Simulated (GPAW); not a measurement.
## Quasiparticle gap of Cs2AgSbBr6 (Fm-3m) in GPAW

Aim: the G0W0 gap of Cs2AgSbBr6 (Fm-3m) on LDA, step by step.

Main program and level: GPAW 26.7.0; LDA and many-body steps on it, plane waves.

**Experimental background.**

- Gap 2.18 eV: indirect optical gap from Tauc plot; photothermal deflection spectroscopy; film (solution-processed film on quartz, about 200 nm thick) (“Bandgap Lowering in Mixed Alloys of Cs2Ag(SbxBi1-x)Br6 Double Perovskite Thin Films”, 2020, arxiv:2007.00388).

The raw output is cut from this account; settings, times and results stay.

### 1. Set-up

The structure is cubic, space group Fm-3m (No. 225). The conventional cell has a = 11.379 Å, b = 11.379 Å, c = 11.379 Å, α = 90.00°, β = 90.00°, γ = 90.00°. Nearest to Cs lie 12 Br at 4.02 Å. Ag has 6 Br at 2.86 Å nearest. Nearest to Sb lie 6 Br at 2.83 Å. Nearest to Br lie 1 Sb at 2.83 Å and 1 Ag at 2.86 Å and 4 Cs at 4.02 Å. Farther neighbours, and contacts between anions beyond the nearest, are not listed.

The cell and positions are those that the Materials Project relaxed with its own functionals (PBE, PBE+U or r2SCAN), kept fixed.

### 2. Ground state

This step: GPAW 26.7.0; DFT, LDA, plane waves, PAW.

The ground-state density comes first.

run.py reads:

```python
import json
import numpy as np
from gpaw.mpi import world
from ase import Atoms
from gpaw import GPAW, PW, FermiDirac

atoms = Atoms(['Cs', 'Cs', 'Ag', 'Sb', 'Br', 'Br', 'Br', 'Br', 'Br', 'Br'],
    cell=[[0.0000000000, 5.6892530000, 5.6892530000],
      [5.6892530000, 0.0000000000, 5.6892530000],
      [5.6892530000, 5.6892530000, 0.0000000000]],
    scaled_positions=[[0.7500000000, 0.7500000000, 0.7500000000],
      [0.2500000000, 0.2500000000, 0.2500000000],
      [0.5000000000, 0.5000000000, 0.5000000000],
      [0.0000000000, 0.0000000000, 0.0000000000],
      [0.7515540000, 0.2484460000, 0.2484460000],
      [0.2484460000, 0.2484460000, 0.7515540000],
      [0.2484460000, 0.7515540000, 0.7515540000],
      [0.2484460000, 0.7515540000, 0.2484460000],
      [0.7515540000, 0.2484460000, 0.7515540000],
      [0.7515540000, 0.7515540000, 0.2484460000]],
    pbc=(True, True, True))
calc = GPAW(mode=PW(450),
    xc='LDA',
    kpts={'size': (4, 4, 4), 'gamma': True},
    occupations=FermiDirac(0.001),
    nbands=-11,
    convergence={'density': 1e-6, 'bands': -3},
    maxiter=100,
    txt='gs.txt')
atoms.calc = calc
res = {'energy': atoms.get_potential_energy()}
kpts = calc.get_ibz_k_points()
res['kpts'] = kpts
res['eigenvalues'] = [calc.get_eigenvalues(kpt=k) for k in range(len(kpts))]
res['n_electrons'] = calc.get_number_of_electrons()
calc.write('gs.gpw')

if world.rank == 0:
    with open('result.json', 'w') as f:
        json.dump(res, f, default=lambda x: x.tolist())
```

On the command line:

```bash
> mpirun -n 8 gpaw python run.py
```

Wall time 30 s (8 MPI ranks of AMD EPYC 9R45, shared host); peak memory 2.4 GiB.

Read from the output:

- total energy: -33.98 eV
- gap: 0.7528 eV
- k of the valence top: 0.5, 0.5, 0
- k of the conduction bottom: 0.5, 0.5, 0.5
- least direct gap: 1.919 eV

The gap is indirect, with the least direct gap 1.17 eV higher.

### 3. Empty states on the mesh, 2×2×2 mesh, 1249 bands

The sums over transitions need many empty states on a uniform mesh; this step solves for them.

run.py reads:

```python
import json
import numpy as np
from gpaw.mpi import world
from gpaw import GPAW

calc = GPAW('gs.gpw').fixed_density(kpts={'size': (2, 2, 2), 'gamma': True},
    parallel={'domain': 1, 'band': 1},
    txt='nscf.txt')
calc.diagonalize_full_hamiltonian(nbands=1249)
calc.write('full.gpw', mode='all')
res = {}
kpts = calc.get_ibz_k_points()
res['kpts'] = kpts
res['eigenvalues'] = [calc.get_eigenvalues(kpt=k) for k in range(len(kpts))]
res['n_electrons'] = calc.get_number_of_electrons()

if world.rank == 0:
    with open('result.json', 'w') as f:
        json.dump(res, f, default=lambda x: x.tolist())
```

On the command line:

```bash
> mpirun -n 3 gpaw python run.py
```

Run time: 3.4 min. Hardware: 3 MPI ranks; peak memory 13 GiB.

This step gave:

```
gap                                                           : 0.7528 eV
k of the valence top                                          : 0.5, 0.5, 0
k of the conduction bottom                                    : 0.5, 0.5, 0.5
least direct gap                                              : 1.936 eV
k points computed                                             : 3
lowest point of the top converged band, above the valence top : 121.9163 eV
```

On this mesh the gap is 0.753 eV.

### 4. Screening and self-energy, 2×2×2 mesh, 576 bands, screening to 78 eV

G0W0 replaces the xc potential by the self-energy, built once from these orbitals. Only a window of levels is corrected, while the sums run over the empty bands that the input names.

This step: G0W0 on LDA, plane waves, PAW.

run.py reads:

```python
import json
import numpy as np
from gpaw.mpi import world
from gpaw.response.g0w0 import G0W0

gw = G0W0('full.gpw',
    filename='gw',
    kpts=[0, 1, 2],
    bands=(44, 48),
    ecut=78,
    nbands=576,
    integrate_gamma='WS',
    ppa=True)
gw.calculate()
res = {mode: {k: v for k, v in r.items() if k != 'sigma_eskwn'}
       for mode, r in gw.all_results.items()}

if world.rank == 0:
    with open('result.json', 'w') as f:
        json.dump(res, f, default=lambda x: x.tolist())
```

On the command line:

```bash
> mpirun -n 8 gpaw python run.py
```

Elapsed: 2.1 min, on 8 MPI ranks; peak memory 8.4 GiB; 16 min of CPU time.

Read from the output:

* G0W0 gap on the mesh: 1.617 eV
* least direct G0W0 gap on the computed points: 2.936 eV
* Z at the valence top: 0.7842
* Z at the conduction bottom: 0.8020
* starting gap on the mesh: 0.7528 eV
* k of the valence top: 0.5, 0.5, 0
* k of the conduction bottom: 0.5, 0.5, 0.5

The gap on the mesh goes from 0.75 eV to 1.62 eV, a correction of +0.86 eV.

Limits: finite bands, cutoff and mesh; d shell near the gap, gap tends to lie low; no spin-orbit coupling; coarse k mesh. v1 is the top filled band, c1 the lowest empty one. The levels before and after the correction (eV, zero at the valence-band top of each column):

```tsv
	conduction bottom	valence top
Kohn-Sham	0.75	0.00
G0W0	1.62	0.00
```

```tsv
	level	energy (eV)
Kohn-Sham	(0.5 0.5 0) v2	-0.935
Kohn-Sham	(0.5 0.5 0) v1	0.000
Kohn-Sham	(0.5 0.5 0) c1-c2	2.279
Kohn-Sham	(0.5 0.5 0.5) v2	-1.333
Kohn-Sham	(0.5 0.5 0.5) v1	-1.183
Kohn-Sham	(0.5 0.5 0.5) c1	0.753
Kohn-Sham	(0.5 0.5 0.5) c2	3.120
G0W0	(0.5 0.5 0) v2	-1.154
G0W0	(0.5 0.5 0) v1	0.000
G0W0	(0.5 0.5 0) c1-c2	3.162
G0W0	(0.5 0.5 0.5) v2	-1.827
G0W0	(0.5 0.5 0.5) v1	-1.319
G0W0	(0.5 0.5 0.5) c1	1.617
G0W0	(0.5 0.5 0.5) c2	4.017
```

### 5. Where the time went

Times are wall times on the hardware named with each run, good to a factor of about two.

```tsv
step	time	share	memory (GiB)
ground state	30 s	8 %	2.4
empty states on the mesh	3.4 min	57 %	13
screening and self-energy	2.1 min	35 %	8.4
```

### 6. Summary of results

| Item | Value |
| --- | --- |
| LDA gap | 0.75 eV, indirect |
| G0W0 gap on the mesh | 1.62 eV |
| GW settings | 2×2×2 mesh, 576 bands, screening to 78 eV, Godby-Needs plasmon pole |
| known limits | short of the basis limit; d shell near the gap, gap tends to lie low; no spin-orbit coupling; coarse k mesh |

**Reading.** G0W0 moves the gap on the mesh from 0.75 eV to 1.62 eV (+0.86 eV), with Z of 0.78 and 0.80 at the edges. The dearest step here is «empty states on the mesh». Against experiment, by G0W0@LDA: the gap of 1.62 eV lies −0.56 eV from the measured 2.18 eV (indirect, 2020). The calculation has static nuclei and no excitons; a measured gap holds zero-point and thermal motion, which mostly lowers it. Bands and cutoff are finite, so the gap stands short of the basis limit, usually by up to a few tenths of an eV; the mesh is an error of its own. In this program the long-wavelength screening can come out low in d oxides and layered crystals. The 2×2×2 mesh is coarse for this cell, which bears on the long-range parts of exchange and screening. A d shell, filled or nearly so, lies near the gap. One-shot GW converges very slowly in bands there, not always from below, and on a semilocal start the gap tends to come out low; starts rich in exact exchange can overshoot instead. The many-body steps are scalar-relativistic: spin-orbit coupling is not in them.

[Long decimals in the printed logs are rounded to 6 places.]

[Logs are printed without paths, hosts, clocks, repeated set-up lines and the standing remarks that a program may print on its own settings, such as how far it seeks lower states.]

[Paths, hosts, dates, memory and timing lines, banners, echoed tables and standing remarks are left out of the program output; an Ansatz launch command may be rebuilt from the run's recorded settings. Measured values are a selection of at most five: reports struck by readers or far from the other reports are left out. None is set beside runs whose start may be inverted or whose files or cutoffs have a known fault.]

[Runs of the session that timed out or met a known fault of the program may be left out.]

[Hosts, paths, dates, database ids (printed as entryN), source tags and the programs' standing remarks are cut or masked in the printed files.]

[Where the starting crystal was built by hand or by swapping elements, it need not be the compound's stable phase.]
